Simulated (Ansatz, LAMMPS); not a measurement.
# 41In2O3-59Ga2O3 (mol %) with crystalline order left by the classical run (85 atoms) under strain, part 4 of 4

Aim: relax 41In2O3-59Ga2O3 (mol %) with crystalline order left by the classical run (85 atoms), then change its volume and shape to read moduli from the stress.

Ansatz 0.2.0; Kohn-Sham DFT, PBE, PAW (set soft_2), plane waves.

The cell: 14 In, 20 Ga and 51 O. The quench rate of 10 K/ps far exceeds what a furnace or splat quench reaches. The starting topology of bonds comes from the classical model. Only the Γ point is sampled.

So far. Step 11 (Compressed by 1 % along x): The relaxation converged after 3 steps, 0.0324 eV below its start, with a largest force component of 0.049 eV/Å. Step 11 (Compressed by 1 % along x): Compressed by 1 % along x: the energy stands 0.0606 eV above that of the reference, at a pressure of 1.11 GPa.

## 12. Sheared by 2 % in xy

A shear of the relaxed cell gives the modulus that volume changes can't reach.

Contents of input.yaml:

```yaml
crystal:
  lattice:
    - [10.23824, 0.257, -0.06512]
    - [0.2564, 10.17828, -0.21973]
    - [-0.06732, -0.22038, 10.09184]
  atoms:
    [... the 85 atom lines of step 4 ...]
kpoints:
  mp_grid: { grid: [1, 1, 1] }
hamiltonian:
  xc: pbe
scf:
  occupations: { method: gaussian, width: 0.025 }
output:
  forces: true
  eigenvalues: true
  stress: true
relax:
  f_tol: 0.05
  max_steps: 70
```

Run with:

```console
$ ansatz run input.yaml --threads 4 --pin off --max-ram 8192MiB --backend cpu --events-out ev --progress --plain --runs-dir out
```

Numbers of over 12 decimals in the logs are rounded to 6 here.

Log:

```text
[...]
Crystal: 85 atoms, lattice volume = 1050.449 Å³
Basis set: ecut = 420 eV, 20507 PW (Γ), exchange–correlation on 144×144×144 points (8 copies of the dense FFT grid, shifted against one another)
Bands: 459, of which v1, the nominal top of the filled ones, is band 374 counted from 1 (373 counted from 0)
Symmetry: 1 space group operations
[...]
k-points: 1
[...]
SCF iter   1: F=—  HF=-182977.313468 eV  |F-HF|=—  |Δ(HF+E_count)|=         —  Δρ=2.58e-3  dr2=1.26e-1  ethr=1.77e-3  ⟨swp⟩=6.0  Hψ=1682  notcnv=0
[...]
SCF iter   6: F=-182977.299143 eV  HF=-182977.299140 eV  |F-HF|=3.47e-6  |Δ(HF+E_count)|=   1.77e-5  Δρ=3.77e-5  dr2=1.48e-5  ethr=8.36e-9  ⟨swp⟩=8.0  Hψ=2279  notcnv=0
SCF 1 converged in 6 iterations: F = -182977.299143 eV  dr2 = 1.48e-5
[...]
relax step   1: F+E_penalty+E_count = -182977.29914349 eV  Δ(F+E_penalty+E_count) = +0.000e0 eV  max|allowed force component| = 2.849e-1 eV/Å  Δτ_max = 0.0000 Å  (6 SCF iters, dr2 threshold 6.25e-5 eV, accepted)
[...]
relax step   2: F+E_penalty+E_count = -182977.33602902 eV  Δ(F+E_penalty+E_count) = -3.689e-2 eV  max|allowed force component| = 1.570e-1 eV/Å  Δτ_max = 0.0222 Å  (7 SCF iters, dr2 threshold 5.07e-6 eV, accepted)
[...]
relax step   3: F+E_penalty+E_count = -182977.35381747 eV  Δ(F+E_penalty+E_count) = -1.779e-2 eV  max|allowed force component| = 8.528e-2 eV/Å  Δτ_max = 0.0234 Å  (9 SCF iters, accepted)
relax step   4: F+E_penalty+E_count = -182977.34823906 eV  Δ(F+E_penalty+E_count) = +5.578e-3 eV  max|allowed force component| = 1.743e-1 eV/Å  Δτ_max = 0.2000 Å  (11 SCF iters, rejected (line search))
relax step   5: F+E_penalty+E_count = -182977.32140106 eV  Δ(F+E_penalty+E_count) = +3.242e-2 eV  max|allowed force component| = 4.838e-1 eV/Å  Δτ_max = 0.1000 Å  (10 SCF iters, rejected (line search))
[...]
relax step   6: F+E_penalty+E_count = -182977.36595612 eV  Δ(F+E_penalty+E_count) = -1.214e-2 eV  max|allowed force component| = 2.130e-2 eV/Å  Δτ_max = 0.0500 Å  (9 SCF iters, accepted)
SCF converged after 9 iterations
Free energy (F): -182977.365956 eV
[...]
Internal energy: -182977.365956 eV  (E = F + TS)
E sigma→0 (E₀):  -182977.365956 eV
Fermi energy:    8.243848 eV
[...]
--- Forces (eV/Å), atoms counted from 1 ---
  atom   1  In    -0.00772366     0.00240471     0.01337204
  atom   2  In    -0.00274136    -0.01299287     0.01499619
  atom   3  In     0.00947366     0.00045934     0.00348653
  atom   4  In     0.00264737    -0.01070109    -0.00811235
  atom   5  In     0.00371231    -0.00522149     0.01489262
  atom   6  In     0.01605786    -0.02100013    -0.00612515
  atom   7  In     0.00656296    -0.00799556    -0.00568980
  atom   8  In    -0.00347064    -0.00182540     0.01574994
  atom   9  In     0.00754388    -0.00873250    -0.00403249
  atom  10  In    -0.00222988     0.00378167    -0.02129509
  atom  11  In     0.00583103     0.01558914    -0.00350742
  atom  12  In     0.01029967    -0.01154765    -0.00085868
  atom  13  In     0.00476361     0.00295969    -0.00956051
  atom  14  In     0.00140414    -0.00012243     0.00065615
[...]
atom  84  O      0.01230843    -0.00116202    -0.01848402
  atom  85  O      0.01204712    -0.00478847     0.00434299
  max |Σ_I F_I| component: 3.37e-5 eV/Å
--- Stress (GPa, compression-positive) ---
        0.108152      -0.710276       0.186645
       -0.710276       0.250745      -0.052930
        0.186645      -0.052930       0.064859
  P = ⅓ Tr σ = 0.1413 GPa (1.413 kbar)
--- Band table (eV) ---
[...]
--- Relaxed structure (6 steps of the walk, 4 accepted, 0 SCFs on fresh bases) ---
  F+E_penalty+E_count = -182977.36595612 eV   max|allowed force component| = 2.130e-2 eV/Å
  atoms:
    - { symbol: In, position: [0.125512, 0.169187, 0.088933] }
    - { symbol: In, position: [0.546688, 0.927036, 0.456976] }
    - { symbol: In, position: [0.254896, 0.684483, 0.335796] }
    - { symbol: In, position: [0.282474, 0.774322, 0.696325] }
[...]
- { symbol: O, position: [0.092357, 0.458200, 0.885172] }
```

It took 82 s on 4 threads of AMD EPYC 9R14 (Zen 4), shared host; peak memory 1.8 GiB.

The relaxation converged after 6 steps, 0.0668 eV below its start, with a largest force component of 0.021 eV/Å.

Sheared by 2 % in xy: the energy stands 0.0457 eV above that of the reference, at a pressure of 0.141 GPa.

## 13. Pressure against volume

Atoms are relaxed at each volume, in the scaled cell.

```csv
volume change (%),volume (Å³/atom),energy change (meV/atom),pressure (GPa),largest move on relaxing (Å),bonds,gap (eV)
-10,11.124,33.38,10.20,0.55,188,1.09
-6,11.618,11.15,4.68,0.42,182,1.04
-3,11.989,2.97,2.48,0.19,177,0.987
+0,12.359,0.00,0.01,-,174,0.905
+3,12.730,2.94,-2.34,0.14,170,0.845
+6,13.101,8.36,-2.81,0.81,167,0.898
```

## 14. Uniaxial strain and shear

Stress (GPa, compression positive) less that of the relaxed cell, atoms relaxed:

```csv
strain,xx,yy,zz,xy,energy change (meV/atom)
stretched by 1 % along x,-1.711,-0.685,-0.732,0.062,0.66
compressed by 1 % along x,1.775,0.736,0.797,-0.041,0.71
sheared by 2 % in xy,0.095,0.242,0.055,-0.737,0.54
```

## 15. Outcome

The bulk modulus, from the slope of pressure against ln V over the three points nearest the relaxed volume, is 80.3 GPa; between neighbouring points the slope runs 127, 70, 81, 80 and 17 GPa from the smallest volume up, without a steady fall, so no pressure derivative is given. The count of bonds runs from 167 to 188 over the series, so at some points contacts cross the cutoffs. At -10 % and +6 % some atom moved by over 0.5 Å on relaxing, so those points may sit in another local minimum. The gap goes from 1.09 eV at the smallest volume to 0.898 eV at the largest, -1.5 eV per unit of ln V by a straight line, not monotonically (lowest 0.845, highest 1.09 eV), on the run's k-points. In the Cartesian axes of the cell, finite differences give C11 = 174, C12 = 71.0, C13 = 76.4 and C66 = 36.8 GPa (the shear of 2 % is the engineering strain, εxy = 0.01). The mean of C11, C12 and C13, which equals the bulk modulus in a cubic or isotropic solid, is 107 GPa: it lies 34 % over the bulk modulus from the volumes. For an isotropic solid C66 would equal (C11 − C12)/2 = 51.7 GPa; so small a sample needn't be isotropic, and C66 rests on one shear. With the bulk modulus and C66 as K and G, Young's modulus would be about 96 GPa and Poisson's ratio 0.30.

**Limits.** Strains are finite and relaxations stop at the force tolerance of the input, which can leave moduli too stiff; they are those of a static cell at zero temperature. Volumes are changed with the cell's shape held, so in an anisotropic solid the modulus lies over the one under free hydrostatic load. The program notes that the SCF threshold of the relaxations is loose for the stress.

The DFT runs together took 17 min of wall time.

[Logs are printed without paths, hosts, clocks, repeated set-up lines and the standing remarks that a program may print on its own settings, such as how far it seeks lower states.]

[Hosts, paths, dates, database ids (printed as entryN), source tags and the programs' standing remarks are cut or masked in the printed files.]
